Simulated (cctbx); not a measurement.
## Which space group?

Cell: a = 3.6620 Å, b = 3.6620 Å, c = 8.9830 Å, α = 90.00°, β = 90.00°, γ = 120.00°. Expected content of the cell: Zn1 S3 Mg2.

The data are simulated with cctbx, not measured: synchrotron X-rays, λ = 0.7749 Å, to d = 0.7 Å, 70 % of the full sphere, strongest reflection 5000 counts, noise from counting, a 1.5 % proportional error and a noise floor of 15 counts (s.d.); no absorption.

A first pass over the reflections prints:

```text
898 reflections to d = 0.701 A
centring   violations  <I/sigma> of those
    A        263 of   445     10.0
    B        259 of   446      9.9
    C        264 of   439     10.2
    I        274 of   442     10.4
    R        360 of   605      7.3
    F        393 of   665     10.0
Laue class    unique    Rint  (classes that these axes allow; Friedel mates merged)
P -1              579   0.034
P 1 1 2/m         336   0.245
P -3              217   0.045
P -3 1 m          136   0.251
P -3 m 1          155   0.047
P 6/m             120   0.250
P 6/m m m          97   0.254
space group    extra absences  I>4sigma  <I/sigma>
P 3 2 1                 0          0         -  acentric
P 3 m 1                 0          0         -  acentric
P -3 m 1                0          0         -  centric
Wilson B = 1.04 A^2   <|E^2-1|> = 0.962 (0.968 centric, 0.736 acentric)   E^2>4: 4.5 %
shell (A)         n   <I/sigma>
 8.98 - 1.40     29     27.6
 1.40 - 1.11     19     30.7
 1.11 - 0.97     19     23.0
 0.97 - 0.88     14     17.9
 0.88 - 0.82     20     24.7
 0.82 - 0.77     19     19.7
 0.77 - 0.73     13     13.1
 0.73 - 0.70     22     10.0
```

Q: Read the symmetry from these tables.

Every centring test has many violations, so the lattice is primitive.

Rint stays low (0.034 to 0.047) up to P -3 m 1 and is 0.245 or more in the other classes.

3 settings pass the absence test. No glide or screw absences show, which leaves P 3 2 1, P 3 m 1 and P -3 m 1.

⟨|E²−1|⟩ = 0.962 leans to a centrosymmetric structure. The Wilson B of 1.04 Å² means U ≈ 0.0132 Å².

The true group is P-3m1 (no. 164), Laue class -3m, centrosymmetric. The tables only narrow the choice to the tied entries; cell content, site symmetry and trial solutions must settle it.

The crystal is twinned by the law (1 0 0 1 -1 0 0 0 -1) with a minor fraction of 0.3; Rint in the higher class falls towards the noise as the fraction nears 1/2.

The model was made for the exercise: a known structure type with other elements put in, its volume estimated, not relaxed; displacement parameters are assumed.

[Logs are printed without paths, hosts, clocks, repeated set-up lines and the standing remarks that a program may print on its own settings, such as how far it seeks lower states.]
